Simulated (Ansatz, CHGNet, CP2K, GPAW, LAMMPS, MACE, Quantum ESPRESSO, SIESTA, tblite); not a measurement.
**Other levels on glassy 63SiO2-14B2O3-11Na2O-11CaO (mol %) (111 atoms)**

Density of this cell: 2.50 g/cm³. The cell holds 111 atoms: 22 Si, 10 B, 8 Na, 4 Ca and 67 O. Cell: a = 11.245 Å, b = 11.245 Å, c = 11.245 Å, α = 90.0°, β = 90.0°, γ = 90.0°. 111 atoms (22 Si, 10 B, 8 Na, 4 Ca, 67 O) placed at random at 2.33 g/cm³, melted at 3000 K for 20 ps at fixed volume with the Buckingham and Coulomb pair potential of Guillot and Sator (Geochim. Cosmochim. Acta 71, 1249 (2007)) with the boron terms of Wang et al. (J. Non-Cryst. Solids 498, 294 (2018)). Quenched from 3000 K to 300 K at 30 K/ps and fixed volume, held 10 ps at zero pressure.

Geometry: as built.

The reference, a calculation:

| Item | Value |
| --- | --- |
| method | Kohn-Sham DFT, PBE, SSSP efficiency 1.3.0 pseudopotentials, plane waves (Quantum ESPRESSO 7.5); sssp-pbe-1.3.0-efficiency, cutoffs 60/480 Ry, Γ point |
| r.m.s. force component | 1.145 eV/Å |
| longest force | 6.195 eV/Å |
| pressure | -1.463 GPa |
| gap (highest filled to lowest empty level) | 2.198 eV |
| time | 7.9 min on 4 MPI ranks of Arm Neoverse N1, shared host |
| CPU time | 32 min |

Q: Estimate the differences from the reference, the CPU time and the memory of each run.
- CP2K PBE, SZV-MOLOPT-SR, 800/50 Ry, diagonalisation (CP2K 2026.2; 2 threads)
- tblite IPEA1-xTB (tblite 0.8.0; 1 thread)
- SIESTA PBE, SZ, shift 0.01 Ry, mesh 500 Ry (SIESTA 5.4.2; 1 thread)
- CP2K PBE, SZV-MOLOPT-SR, 800/50 Ry, TRS4 filter 1e-06, SCF 1e-06 (CP2K 2026.2; 2 threads)
- CP2K PBE, DZVP-UZH, 800/50 Ry, diagonalisation (CP2K 2026.2; 4 MPI ranks)
- MACE MP-0b2 small potential (MACE MP-0b2 small; 1 thread)
- GPAW PBE, LCAO dzp, h 0.18 Å (GPAW 26.7.0; 2 MPI ranks)
- QE PBE, sssp-1.3.0-efficiency, 25/200 Ry (Quantum ESPRESSO 7.5; 2 MPI ranks)
- GPAW PBE, LCAO dzp, h 0.16 Å (GPAW 26.7.0; 2 MPI ranks)
- CP2K PBE, SZV-MOLOPT-SR, 800/50 Ry, TRS4 filter 1e-03, SCF 1e-04 (CP2K 2026.2; 2 threads)

Differences are against the plane-wave reference, forces as r.m.s. over components; share is that over the reference's r.m.s. force, slope the least-squares factor from reference forces to these. Total energies of different programs have different zeros and aren't compared.

```
                                                                      run  Δ force, r.m.s. (meV/Å)  share (%)  slope  Δ pressure (GPa)  Δ gap (eV)  cores  CPU time  memory (GiB)
                                                                reference                        -          -      -                 -           -      4    32 min           4.7
             CP2K PBE, SZV-MOLOPT-SR, 800/50 Ry, diagonalisation (coarse)                      897       78.3  1.176              21.0       -1.14      2     7 min           4.9
                                                         tblite IPEA1-xTB                      633       55.3  0.752             -7.12           -      1      14 s          0.15
                      SIESTA PBE, SZ, shift 0.01 Ry, mesh 500 Ry (coarse)                      939       82.0  1.171              17.8       -1.19      1   4.2 min           1.2
CP2K PBE, SZV-MOLOPT-SR, 800/50 Ry, TRS4 filter 1e-06, SCF 1e-06 (coarse)                      904       78.9  1.183              21.1           -      2   2.7 min           2.6
                           CP2K PBE, DZVP-UZH, 800/50 Ry, diagonalisation                      136       11.9  1.040             0.625      -0.125      4    15 min           6.7
                                              MACE MP-0b2 small potential                      239       20.9  0.879            0.0414           -      1      10 s          0.68
                                             GPAW PBE, LCAO dzp, h 0.18 Å                      285       24.9  1.068                 -      -0.106      2    12 min           2.7
                        QE PBE, sssp-1.3.0-efficiency, 25/200 Ry (coarse)                      113       9.87  0.993             -89.2      -0.173      2   8.1 min           1.3
                                             GPAW PBE, LCAO dzp, h 0.16 Å                      284       24.8  1.067                 -      -0.104      2    17 min           3.5
CP2K PBE, SZV-MOLOPT-SR, 800/50 Ry, TRS4 filter 1e-03, SCF 1e-04 (coarse)                      907       79.2  1.190              21.9           -      2     2 min           2.6
```

Rows marked coarse were listed beforehand as settings not expected to be converged; some can still land near the reference.

Times of the machine-learned potentials are mostly Python's start and the loading of weights.

CPU time is summed over cores on a shared host, where runs went side by side, so it is rough. Symmetry, cutoffs, thresholds, outputs and thread counts weren't matched or tuned between programs; memory under MPI is the largest rank's times the ranks.

The PBE runs in local orbitals, coarse settings apart, differ by 12 % (CP2K PBE, DZVP-UZH, 800/50 Ry, diagonalisation) to 25 % (GPAW PBE, LCAO dzp, h 0.18 Å); basis, grid and potentials can all enter. Tight binding differs by 55 % (tblite IPEA1-xTB); it is another model, with fitted parameters of its own, and the xTB methods hold dispersion. Machine-learned potentials differ by 21 % (MACE MP-0b2 small potential); they were trained on other programs' data. IPEA1-xTB was fitted to ionisation energies and electron affinities, not to forces or charges. Periodic xTB results under one method name differ between programs and library versions. Machine-learned potentials mimic data converged in k, so the reference's own k-point error enters their differences. The network of bonds at the start is that of the classical potential that made the cell, and needn't be the one that DFT or experiment would give. The electronic-structure runs sample only Γ, in a cell whose shortest periodic width is 11 Å.

[Logs are printed without paths, hosts, clocks, repeated set-up lines and the standing remarks that a program may print on its own settings, such as how far it seeks lower states.]

[Hosts, paths, dates, database ids (printed as entryN), source tags and the programs' standing remarks are cut or masked in the printed files.]
